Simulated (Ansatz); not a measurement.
## ZrOs (Pm-3m): Grüneisen parameters

Wanted: mode Grüneisen parameters of ZrOs (Pm-3m).

Method: DFT PBEsol, scalar-relativistic, plane waves, PAW; PAW set soft_1, in Ansatz 0.2.0.

### 1. The starting structure

The structure is cubic, space group Pm-3m (No. 221). Conventional cell: a = 3.247 Å, b = 3.247 Å, c = 3.247 Å, α = 90.00°, β = 90.00°, γ = 90.00°. Zr has 8 Os at 2.81 Å nearest. Nearest to Os lie 8 Zr at 2.81 Å. Farther neighbours, and contacts between anions beyond the nearest, are not listed.

### 2. The dispersion

Stability and thermal properties need the whole zone. Linear response on a 4×4×4 q mesh gives force constants as far as a supercell of that size would.

Contents of input.yaml:

```yaml
crystal:
  lattice:
    - [3.2472163246, 0.0, 0.0]
    - [0.0, 3.2472163246, 0.0]
    - [0.0, 0.0, 3.2472163246]
  atoms:
    - { symbol: Zr, position: [0.5, 0.5, 0.5] }
    - { symbol: Os, position: [0.0, 0.0, 0.0] }
kpoints:
  mp_grid: { grid: [16, 16, 16] }
hamiltonian:
  xc: pbesol
  pseudopotentials: { kind: paw, azcp: { folder: soft_1 }, xc_functional: pbe }
scf:
  occupations: { method: methfessel_paxton, width: 0.2 }
output:
  eigenvalues: true
phonons:
  method: dfpt
  qmesh: [4, 4, 4]
  temperatures: { t_max: 1000, t_step: 50 }
  qpath:
    path:
      - [[0.0, 0.0, 0.0], [0.0, 0.5, 0.0], [0.5, 0.5, 0.0], [0.0, 0.0, 0.0], [0.5, 0.5, 0.5], [0.0, 0.5, 0.0]]
      - [[0.5, 0.5, 0.5], [0.5, 0.5, 0.0]]
    npoints: 10
```

Command:

```sh
> ansatz run input.yaml --threads 4 --pin off --max-ram 10240MiB --backend cpu --events-out ev --progress --plain --runs-dir out
```

Output:

```text
Engine: ansatz 0.2.0, aarch64-unknown-linux-gnu
Pseudopotentials: kind: paw
Pseudopotential: Zr, paw, valence charge 12, recommended cutoff 420 eV (normal), soft_1/Zr.paw.azcp
Pseudopotential: Os, paw, valence charge 16, recommended cutoff 420 eV (normal), soft_1/Os.paw.azcp
Functional definition: PBEsol
  exchange = pbesol_x
  correlation = pbesol_c
Crystal: 2 atoms, lattice volume = 34.240 Å³
Basis set: ecut = 420 eV, 691 PW (Γ), exchange–correlation on 48×48×48 points (8 copies of the dense FFT grid, shifted against one another)
Bands: 18, of which v1, the nominal top of the filled ones, is band 14 counted from 1 (13 counted from 0)
Symmetry: 48 space group operations
k-points: 165 of 4096
Non-local potential: Zr, projectors of the file, l = 0: 3, l = 1: 2, l = 2: 2, l = 3: 1
Non-local potential: Os, projectors of the file, l = 0: 3, l = 1: 2, l = 2: 2, l = 3: 1
PAW form: soft (Blöchl's): semilocal exchange-correlation on the pseudo side does not see the compensation charge
PAW frozen core: Zr, regenerated for the run's functional, and the local potential with it (the file was generated under x = pbe(κ = 0.804, μ = 0.219515), c = pbe(β = 0.066725))
PAW frozen core: Os, regenerated for the run's functional, and the local potential with it (the file was generated under x = pbe(κ = 0.804, μ = 0.219515), c = pbe(β = 0.066725))
PAW one-centre angular grid: Zr, 590 points (default); XC on 64 Gauss nodes
PAW one-centre angular grid: Os, 590 points (default); XC on 64 Gauss nodes
Initial density: superposition of atomic densities (chi_scale 0.1, normalization cell, long waves kept (reshape's long-wave potential 0.00 eV rms))
Initial wavefunctions: pseudopotential atomic-orbital guess
Functional: x = pbesol(κ = 0.804, μ = 0.123457), c = pbesol(β = 0.046)
SCF iter   1: F=—  HF=-15383.447713 eV  |F-HF|=—  |Δ(HF+E_count)|=         —  Δρ=1.26e-1  dr2=8.94e0  ethr=3.10e-3  ⟨swp⟩=4.3  Hψ=11912  notcnv=0
preconditioner: auto → none  [metal: Δε(μ)=0.065 eV  Ē_g=5.176 eV  σ=0.200 eV  W_gap=0.27  n_scr=6 (ndim 8)  ℏωp=22.0 eV  f_vac=0.000  D(μ)=0.49/eV (n_scr^D=0)  sad-step TF]
SCF iter   2: F=—  HF=-15382.699412 eV  |F-HF|=—  |Δ(HF+E_count)|=   7.48e-1  S|Δr|=    0.00e0  Δρ=8.59e-2  dr2=4.53e0  ethr=3.10e-3  ⟨swp⟩=2.2  Hψ=5113  notcnv=0
SCF iter   3: F=—  HF=-15382.039221 eV  |F-HF|=—  |Δ(HF+E_count)|=   6.60e-1  S|Δr|=    0.00e0  Δρ=9.72e-3  dr2=2.45e-2  ethr=3.10e-3  ⟨swp⟩=4.6  Hψ=19334  notcnv=0
automatic band count: the SCF goes on with 22 bands, as 18 were too few: they end inside the smearing window of the response
SCF iter   4: F=—  HF=-15382.036707 eV  |F-HF|=—  |Δ(HF+E_count)|=   2.51e-3  S|Δr|=    0.00e0  Δρ=1.54e-3  dr2=1.07e-3  ethr=8.73e-5  ⟨swp⟩=1.2  Hψ=5234  notcnv=0
SCF iter   5: F=—  HF=-15382.036532 eV  |F-HF|=—  |Δ(HF+E_count)|=   1.74e-4  S|Δr|=    0.00e0  Δρ=2.51e-4  dr2=1.59e-5  ethr=3.81e-6  ⟨swp⟩=2.1  Hψ=5214  notcnv=0
SCF iter   6: F=—  HF=-15382.036530 eV  |F-HF|=—  |Δ(HF+E_count)|=   2.76e-6  S|Δr|=    0.00e0  Δρ=3.22e-5  dr2=1.64e-7  ethr=5.68e-8  ⟨swp⟩=2.7  Hψ=5530  notcnv=0
SCF iter   7: F=—  HF=-15382.036532 eV  |F-HF|=—  |Δ(HF+E_count)|=   2.64e-6  S|Δr|=    0.00e0  Δρ=5.44e-6  dr2=8.54e-9  ethr=5.86e-10  ⟨swp⟩=2.5  Hψ=5395  notcnv=0
SCF iter   8: F=—  HF=-15382.036532 eV  |F-HF|=—  |Δ(HF+E_count)|=   2.05e-9  S|Δr|=    0.00e0  Δρ=5.00e-7  dr2=5.97e-11  ethr=3.05e-11  ⟨swp⟩=2.4  Hψ=4849  notcnv=0
SCF iter   9: F=-15382.036532 eV  HF=-15382.036532 eV  |F-HF|=3.64e-12  |Δ(HF+E_count)|=  1.64e-11  S|Δr|=    0.00e0  Δρ=3.82e-8  dr2=2.75e-13  ethr=1.00e-12  ⟨swp⟩=8.2  Hψ=16523  notcnv=0
SCF 1 converged in 9 iterations: F = -15382.036532 eV  dr2 = 2.75e-13
  greatest PAW one-centre occupation: 1.000 electrons in one spin orbital (limit 2), on the Os atom at site 1 (counted from 0), in its partial waves of l = 0
Initial density: read from a saved state, or passed on in memory by an earlier SCF of this step, an earlier step, the calling program or the single point that the run made first
iter 1 solved again at ethr=1.92e-8 eV; its pass at ethr=3.10e-3 eV (dr2=5.39e-6 eV) is discarded
SCF iter   1: F=—  HF=-15382.036530 eV  |F-HF|=—  |Δ(HF+E_count)|=         —  Δρ=3.63e-7  dr2=2.25e-11  ethr=1.92e-8  ⟨swp⟩=3.0  Hψ=21553  notcnv=0
eigensolver tolerance schedule: the retry pair's looser diagonalisation over-reported the residual by 238949.31 of it (diagonalisation noise at an unbounded share of the residual, at the tolerance the schedule requests for it); recorded, not acted on — ethr = c·dr2/N_el stays at c = 1.0e-1
preconditioner: auto → none  [metal: Δε(μ)=0.030 eV  Ē_g=5.297 eV  σ=0.200 eV  W_gap=0.13  n_scr=6 (ndim 8)  ℏωp=22.0 eV  f_vac=0.000  D(μ)=0.48/eV (n_scr^D=0)]
SCF iter   2: F=—  HF=-15382.036532 eV  |F-HF|=—  |Δ(HF+E_count)|=   1.81e-6  S|Δr|=    0.00e0  Δρ=2.22e-7  dr2=9.63e-12  ethr=1.00e-12  ⟨swp⟩=2.4  Hψ=11933  notcnv=0
SCF iter   3: F=-15382.036532 eV  HF=-15382.036532 eV  |F-HF|=1.82e-12  |Δ(HF+E_count)|=  1.82e-12  S|Δr|=    0.00e0  Δρ=1.44e-7  dr2=3.55e-12  ethr=1.00e-12  ⟨swp⟩=1.0  Hψ=6600  notcnv=0
SCF 2 converged in 3 iterations: F = -15382.036532 eV  dr2 = 3.55e-12
phonons: the bands overlap, so this run is a metal and interpolates without the dipole-dipole term. If the crystal is really an insulator or semiconductor, its LO-TO splitting is missing
NSCF: frozen V_eff on 165 k-points
NSCF: frozen V_eff on 405 k-points
DFPT response loops at q = (0, 0, 0) (fractional): preconditioner auto → Kerker (q_TF=auto, 2.638 Å⁻¹) (partly filled bands, converged f_vac=0.000); β = 1.00, the filter's whole step (`scf.mixing.beta` (0.50) is not read by the response loops under this deck's `scf.mixing.preconditioner`; to damp them name `kerker` or `kerker_dos`, under which they read `scf.mixing.beta`, and type it under 1.00, their step now; both keys bind the ground state too); Broyden in place of MSR1
NSCF: frozen V_eff on 2592 k-points
DFPT response loops at q = (0, 0, 0.25) (fractional): mixed as the last ones told, above
NSCF: frozen V_eff on 1458 k-points
DFPT response loops at q = (0, 0, -0.5) (fractional): mixed as the last ones told, above
NSCF: frozen V_eff on 4608 k-points
DFPT response loops at q = (0, 0.25, 0.25) (fractional): mixed as the last ones told, above
NSCF: frozen V_eff on 2592 k-points
DFPT response loops at q = (0, 0.25, -0.5) (fractional): mixed as the last ones told, above
NSCF: frozen V_eff on 1458 k-points
DFPT response loops at q = (0, -0.5, -0.5) (fractional): mixed as the last ones told, above
NSCF: frozen V_eff on 4352 k-points
DFPT response loops at q = (0.25, 0.25, 0.25) (fractional): mixed as the last ones told, above
NSCF: frozen V_eff on 4608 k-points
DFPT response loops at q = (0.25, 0.25, -0.5) (fractional): mixed as the last ones told, above
NSCF: frozen V_eff on 2592 k-points
DFPT response loops at q = (0.25, -0.5, -0.5) (fractional): mixed as the last ones told, above
NSCF: frozen V_eff on 810 k-points
DFPT response loops at q = (-0.5, -0.5, -0.5) (fractional): mixed as the last ones told, above
SCF converged after 9 iterations
Stability not checked: this state was not tested for a lower state beside it, because cold or Methfessel-Paxton smearing, or corrected tetrahedra, fill the levels in a way that the test cannot read (fill_not_monotonic; see scf.lower_state_search)
Free energy (F): -15382.036532 eV
Harris-Foulkes:  -15382.036532 eV  (|F-HF|=3.64e-12)
Internal energy: -15382.036114 eV  (E = F + TS)
E sigma→0 (E₀):  -15382.036428 eV
Entropy (-TS):   -0.000418 eV (-0.209 meV/atom)
Fermi energy:    19.954505 eV
--- Per-component energies (eV) ---
  E_band       = -177.940838
  E_kinetic    = 810.227049
  E_local      = -1628.789643  (includes V_loc(G=0)·N_el)
  E_nonlocal   = 276.796846
  E_hartree    = 570.703554
  E_xc         = -387.088813
  E_vxc        = -429.490350  (∫ρ·V_xc dr)
  E_paw        = -11825.142655  (= ΣΔE_a)
  E_vpaw       = -348.092304  (= ΣTr[D̂ρ^β])
  E_aug_tail   = 0.000434  (compensation charges beyond the density's cutoff)
  E_ewald      = -3199.156604
  E_core_change = 0.413719  (= ΣΔE_core)
  E_smearing   = -0.000418  (= −TS)
  E_closure    = 0.000000  (closes the sum)
  Σ components = -15382.036532   (vs F -15382.036532, Δ=0.00e0)
--- Band table (eV; the first three rows and the last of 165) ---
  k-point 0: bands = [... 10 lower, 14.7228, 18.4197, 18.4197, 18.4197, 22.1982, 22.1982, 25.3406, 25.3406, ... 4 higher]
  k-point 1: bands = [... 10 lower, 14.7941, 18.4091, 18.4091, 18.4471, 22.0809, 22.2382, 24.9411, 24.9411, ... 4 higher]
  k-point 2: bands = [... 10 lower, 14.9990, 18.3813, 18.3813, 18.5272, 21.7502, 22.3459, 24.1485, 24.1485, ... 4 higher]
  k-point 164: bands = [... 10 lower, 17.1259, 17.8452, 17.8452, 17.8452, 20.6548, 20.6548, 23.9945, 25.3932, ... 4 higher]
--- Phonons (Γ-DFPT): 2 representative perturbations + reference (Σ response iterations 6) ---
  ASR residual: 4.624e-5 → 0.000e0 eV/Å²; symmetrization residual: 4.067e-6 eV/Å²
  ASR residual per site (eV/Å²): 1.03e-5 4.62e-5
  Γ frequencies (cm⁻¹): 0.00 0.00 0.00 185.64 185.64 185.64
--- Phonons (arbitrary-q DFPT): 10 irreducible q on the 4×4×4 mesh ---
  q = [0.0000, 0.0000, 0.0000] (star 1, of the zone-centre solve; hermiticity 1.04e-6, symmetrization 1.74e-12): -0.00 -0.00 0.00 185.64 185.64 185.64
  q = [0.0000, 0.0000, 0.2500] (star 6, 4 solved perturbations in 4032 linear systems a pass and spin channel, the states on 1296 of 4096 k-point pairs; hermiticity 3.46e-7, symmetrization 3.01e-13): 67.94 67.94 113.10 173.48 173.48 240.98
  q = [0.0000, 0.0000, -0.5000] (star 3, 4 solved perturbations in 2268 linear systems a pass and spin channel, the states on 729 of 4096 k-point pairs; hermiticity 2.67e-14, symmetrization 7.26e-14): 131.91 131.91 135.73 135.73 150.16 296.03
  q = [0.0000, 0.2500, 0.2500] (star 12, 4 solved perturbations in 7056 linear systems a pass and spin channel, the states on 2304 of 4096 k-point pairs; hermiticity 1.06e-6, symmetrization 5.29e-14): 92.50 94.73 137.83 168.17 213.72 227.98
  q = [0.0000, 0.2500, -0.5000] (star 12, 6 solved perturbations on 1296 of 4096 k-point pairs; hermiticity 6.26e-7, symmetrization 1.80e-14): 131.80 132.42 133.46 150.66 200.21 265.28
  q = [0.0000, -0.5000, -0.5000] (star 3, 4 solved perturbations in 2268 linear systems a pass and spin channel, the states on 729 of 4096 k-point pairs; hermiticity 1.89e-6, symmetrization 1.01e-13): 133.91 135.66 135.66 162.65 239.19 239.19
  q = [0.2500, 0.2500, 0.2500] (star 8, 2 solved perturbations on 2176 of 4096 k-point pairs; hermiticity 9.93e-7, symmetrization 2.43e-13): 113.60 113.60 144.06 207.42 207.42 219.88
  q = [0.2500, 0.2500, -0.5000] (star 12, 4 solved perturbations in 7056 linear systems a pass and spin channel, the states on 2304 of 4096 k-point pairs; hermiticity 1.30e-7, symmetrization 1.21e-13): 134.71 135.04 144.37 189.94 207.76 247.33
  q = [0.2500, -0.5000, -0.5000] (star 6, 4 solved perturbations in 4032 linear systems a pass and spin channel, the states on 1296 of 4096 k-point pairs; hermiticity 1.58e-7, symmetrization 1.22e-13): 143.48 143.48 149.80 198.54 236.70 236.70
  q = [-0.5000, -0.5000, -0.5000] (star 1, 2 solved perturbations on 405 of 4096 k-point pairs; hermiticity 1.49e-13, symmetrization 1.07e-12): 158.45 158.45 158.45 231.74 231.74 231.74
  sum rule: each row above includes the acoustic sum rule's correction from the zone centre's row sums; it moved no ω² by more than (0.26 cm⁻¹)²
  mesh force constants: q→R imaginary residual 1.43e-18; ASR residual 4.624e-5 → 0.000e0 eV/Å²; symmetrization residual 1.421e-14 eV/Å²
  interpolated dispersion: 62 rows × 6 modes
  density of states and harmonic sums: on the 20×20×20 q-mesh, interpolated from the force constants of a 4×4×4 supercell (no non-analytic term)
  largest difference from the sums on the solved wave vectors: F 1.26e-2 eV, S 1.66e-5 and C_V 4.01e-6 eV/K
  zero-point energy: 0.061711 eV/cell   skipped modes (ω ≤ 0): 3   left out of the sums: 6.25e-5 of the cell's modes: C_V's classical limit lies that fraction below 3 k_B per atom; for a crystal, a wire or a layer, F and S can be off by more, and a phonons.interpolated_qmesh denser along its periods is the remedy for the sampling
```

The job ended after 16 min (4 threads of Arm Neoverse N1, shared host; peak memory 3.6 GiB; 63 min of CPU time).

Read from the output:

- volume per atom: 17.12 Å³
- gap on the k-mesh: 0 eV
- sum-rule residual before enforcement: 4.62e-5 eV/Å²
- lowest frequency on the path: 0 cm⁻¹
- point group: m-3m
- highest frequency on path, mesh or solved points: 296.0 cm⁻¹
- mean frequency: 165.9 cm⁻¹
- Debye temperature (second moment): 323 K
- logarithmic mean frequency: 157 cm⁻¹
- highest optical mode at the zone centre (no LO-TO term): 185.6 cm⁻¹
- lowest optical zone-centre mode: 185.6 cm⁻¹
- lowest mode on the q mesh (acoustic modes at Γ apart): 67.94 cm⁻¹
- zero-point energy per atom: 30.86 meV
- heat capacity at 300 K: 23.56 J/(mol atoms K)
- vibrational entropy at 300 K: 32.72 J/(mol atoms K)

Frequencies (cm⁻¹) solved at each irreducible wavevector; negative means imaginary. Frequencies by wavevector, by row:

| q in reciprocal lattice units | star | mode 1 | mode 2 | mode 3 | mode 4 | mode 5 | mode 6 |
| --- | --- | --- | --- | --- | --- | --- | --- |
| 0 0 0 | 1 | 0 | 0 | 0 | 185.6 | 185.6 | 185.6 |
| 0 0 0.25 | 6 | 67.9 | 67.9 | 113.1 | 173.5 | 173.5 | 241 |
| 0 0 -0.5 | 3 | 131.9 | 131.9 | 135.7 | 135.7 | 150.2 | 296 |
| 0 0.25 0.25 | 12 | 92.5 | 94.7 | 137.8 | 168.2 | 213.7 | 228 |
| 0 0.25 -0.5 | 12 | 131.8 | 132.4 | 133.5 | 150.7 | 200.2 | 265.3 |
| 0 -0.5 -0.5 | 3 | 133.9 | 135.7 | 135.7 | 162.7 | 239.2 | 239.2 |
| 0.25 0.25 0.25 | 8 | 113.6 | 113.6 | 144.1 | 207.4 | 207.4 | 219.9 |
| 0.25 0.25 -0.5 | 12 | 134.7 | 135 | 144.4 | 189.9 | 207.8 | 247.3 |
| 0.25 -0.5 -0.5 | 6 | 143.5 | 143.5 | 149.8 | 198.5 | 236.7 | 236.7 |
| -0.5 -0.5 -0.5 | 1 | 158.4 | 158.4 | 158.4 | 231.7 | 231.7 | 231.7 |

Symmetry leaves 10 wavevectors to solve. The lowest mode among them, the acoustic zeros apart, lies at q = (0, 0, 0.25) and is real, 67.9 cm⁻¹.

### 3. Relaxing at another volume, volume ratio 0.97

The volume is scaled by 0.97 and held; symmetry leaves nothing to relax, so this is a single point. The modes can then be followed against volume.

input.yaml, the sections that differ from step 2:

```yaml
crystal:
  lattice:
    - [3.214413917, 0.0, 0.0]
    - [0.0, 3.214413917, 0.0]
    - [0.0, 0.0, 3.214413917]
  atoms:
    - { symbol: Zr, position: [0.5, 0.5, 0.5] }
    - { symbol: Os, position: [0.0, 0.0, 0.0] }
output:
  forces: true
  stress: true
  eigenvalues: true
# kpoints, hamiltonian, scf: as in step 2
# phonons: removed
```

Output:

```text
[...]
Crystal: 2 atoms, lattice volume = 33.213 Å³
Basis set: ecut = 420 eV, 619 PW (Γ), exchange–correlation on 48×48×48 points (8 copies of the dense FFT grid, shifted against one another)
Bands: 18, of which v1, the nominal top of the filled ones, is band 14 counted from 1 (13 counted from 0)
Symmetry: 48 space group operations
[...]
k-points: 165 of 4096
[...]
--- Band table (eV; the first three rows and the last of 165) ---
  k-point 0: bands = [... 10 lower, 15.2104, 19.0719, 19.0719, 19.0719, 22.9779, 22.9779, 26.2579, 26.2579]
  k-point 1: bands = [... 10 lower, 15.2860, 19.0610, 19.0610, 19.1003, 22.8531, 23.0206, 25.8363, 25.8363]
  k-point 2: bands = [... 10 lower, 15.5038, 19.0329, 19.0329, 19.1836, 22.5021, 23.1363, 25.0071, 25.0071]
  k-point 164: bands = [... 10 lower, 17.7885, 18.4799, 18.4799, 18.4799, 21.4175, 21.4175, 24.9093, 26.3003]
[key lines of the parts left out:]
SCF converged after 7 iterations
Free energy (F): -15382.013803 eV
Fermi energy:    20.675854 eV
P = ⅓ Tr σ = 7.2812 GPa (72.812 kbar)
```

The job ended after 2.4 s (4 threads; peak memory 0.38 GiB; 8.4 s of CPU time).

Numbers from this step:

```yaml
pressure: 7.281 GPa
volume_per_atom: 16.61 Å³
```

The run ends at a pressure of 7.28 GPa.

### 4. Phonons at the other volume, volume ratio 0.97

The phonons are repeated at this volume on the same meshes, so that differences come from the volume alone.

input.yaml, the sections that differ from step 3:

```yaml
output:
  eigenvalues: true
phonons:
  method: dfpt
  qmesh: [4, 4, 4]
  temperatures: { t_max: 1000, t_step: 50 }
  qpath:
    path:
      - [[0.0, 0.0, 0.0], [0.0, 0.5, 0.0], [0.5, 0.5, 0.0], [0.0, 0.0, 0.0], [0.5, 0.5, 0.5], [0.0, 0.5, 0.0]]
      - [[0.5, 0.5, 0.5], [0.5, 0.5, 0.0]]
    npoints: 10
# crystal, kpoints, hamiltonian, scf: as in step 3
```

Output:

```text
[...]
Crystal: 2 atoms, lattice volume = 33.213 Å³
Basis set: ecut = 420 eV, 619 PW (Γ), exchange–correlation on 48×48×48 points (8 copies of the dense FFT grid, shifted against one another)
Bands: 18, of which v1, the nominal top of the filled ones, is band 14 counted from 1 (13 counted from 0)
Symmetry: 48 space group operations
k-points: 165 of 4096
[...]
SCF iter   1: F=—  HF=-15383.395664 eV  |F-HF|=—  |Δ(HF+E_count)|=         —  Δρ=1.26e-1  dr2=8.51e0  ethr=3.10e-3  ⟨swp⟩=4.4  Hψ=11914  notcnv=0
[...]
SCF iter   9: F=-15382.013803 eV  HF=-15382.013803 eV  |F-HF|=1.82e-12  |Δ(HF+E_count)|=  3.64e-12  S|Δr|=    0.00e0  Δρ=3.41e-8  dr2=2.18e-13  ethr=1.00e-12  ⟨swp⟩=5.2  Hψ=12377  notcnv=0
SCF 1 converged in 9 iterations: F = -15382.013803 eV  dr2 = 2.18e-13
[...]
SCF iter   3: F=-15382.013803 eV  HF=-15382.013803 eV  |F-HF|=5.46e-12  |Δ(HF+E_count)|=  1.82e-12  S|Δr|=    0.00e0  Δρ=1.31e-7  dr2=2.94e-12  ethr=1.00e-12  ⟨swp⟩=1.0  Hψ=6600  notcnv=0
SCF 2 converged in 3 iterations: F = -15382.013803 eV  dr2 = 2.94e-12
[...]
NSCF: frozen V_eff on 165 k-points
[...]
SCF converged after 9 iterations
[...]
Free energy (F): -15382.013803 eV
[...]
Internal energy: -15382.013849 eV  (E = F + TS)
E sigma→0 (E₀):  -15382.013815 eV
Entropy (-TS):   0.000046 eV (0.023 meV/atom)
Fermi energy:    20.675835 eV
[...]
--- Band table (eV; the first three rows and the last of 165) ---
  k-point 0: bands = [... 10 lower, 15.2104, 19.0718, 19.0718, 19.0718, 22.9779, 22.9779, 26.2579, 26.2579]
  k-point 1: bands = [... 10 lower, 15.2860, 19.0610, 19.0610, 19.1002, 22.8531, 23.0205, 25.8363, 25.8363]
  k-point 2: bands = [... 10 lower, 15.5037, 19.0329, 19.0329, 19.1836, 22.5021, 23.1363, 25.0071, 25.0071]
  k-point 164: bands = [... 10 lower, 17.7884, 18.4799, 18.4799, 18.4799, 21.4174, 21.4174, 24.9093, 26.3003]
[...]
ASR residual: 4.209e-5 → 0.000e0 eV/Å²; symmetrization residual: 9.556e-6 eV/Å²
  ASR residual per site (eV/Å²): 1.48e-5 4.21e-5
  Γ frequencies (cm⁻¹): 0.00 0.00 0.00 199.23 199.23 199.23
--- Phonons (arbitrary-q DFPT): 10 irreducible q on the 4×4×4 mesh ---
[...]
interpolated dispersion: 62 rows × 6 modes
[...]
```

Run time: 15 min. Hardware: 4 threads; peak memory 3.2 GiB; 60 min of CPU time.

Numbers from this step:

```
sum-rule residual before enforcement                    : 4.21e-5 eV/Å²
highest frequency on path, mesh or solved points        : 306.2 cm⁻¹
mean frequency                                          : 174.5 cm⁻¹
Debye temperature (second moment)                       : 340 K
logarithmic mean frequency                              : 164.9 cm⁻¹
highest optical mode at the zone centre (no LO-TO term) : 199.2 cm⁻¹
lowest optical zone-centre mode                         : 199.2 cm⁻¹
lowest mode on the q mesh (acoustic modes at Γ apart)   : 71.26 cm⁻¹
zero-point energy per atom                              : 32.44 meV
heat capacity at 300 K                                  : 23.42 J/(mol atoms K)
vibrational entropy at 300 K                            : 31.57 J/(mol atoms K)
```

Frequencies (cm⁻¹) solved at each irreducible wavevector; negative means imaginary. Frequencies by wavevector, by row:

| q in reciprocal lattice units | star | mode 1 | mode 2 | mode 3 | mode 4 | mode 5 | mode 6 |
| --- | --- | --- | --- | --- | --- | --- | --- |
| 0 0 0 | 1 | 0 | 0 | 0 | 199.2 | 199.2 | 199.2 |
| 0 0 0.25 | 6 | 71.3 | 71.3 | 118.8 | 185.7 | 185.7 | 251.2 |
| 0 0 -0.5 | 3 | 138.9 | 138.9 | 144.2 | 144.2 | 157.4 | 306.2 |
| 0 0.25 0.25 | 12 | 95 | 99.5 | 144.9 | 179.5 | 227.8 | 235.9 |
| 0 0.25 -0.5 | 12 | 137.8 | 138.1 | 139.6 | 160.2 | 213.1 | 277.3 |
| 0 -0.5 -0.5 | 3 | 140.7 | 140.7 | 141.3 | 173.1 | 253.7 | 253.7 |
| 0.25 0.25 0.25 | 8 | 118.1 | 118.1 | 151 | 220.1 | 220.1 | 229.7 |
| 0.25 0.25 -0.5 | 12 | 139.3 | 141.3 | 151.9 | 198.8 | 220.9 | 259.9 |
| 0.25 -0.5 -0.5 | 6 | 149.7 | 149.7 | 157.5 | 208.8 | 249.7 | 249.7 |
| -0.5 -0.5 -0.5 | 1 | 166.7 | 166.7 | 166.7 | 242.7 | 242.7 | 242.7 |

The highest optical mode at the zone centre (no LO-TO term) is 199.2 cm⁻¹, +13.6 cm⁻¹ against the base run.

(Part 1 of 2 ends here.)

[Long decimals in the printed logs are rounded to 6 places.]

[Logs are printed without paths, hosts, clocks, repeated set-up lines and the standing remarks that a program may print on its own settings, such as how far it seeks lower states.]

[Hosts, paths, dates, database ids (printed as entryN), source tags and the programs' standing remarks are cut or masked in the printed files.]

[Where the starting crystal was built by hand or by swapping elements, it need not be the compound's stable phase.]
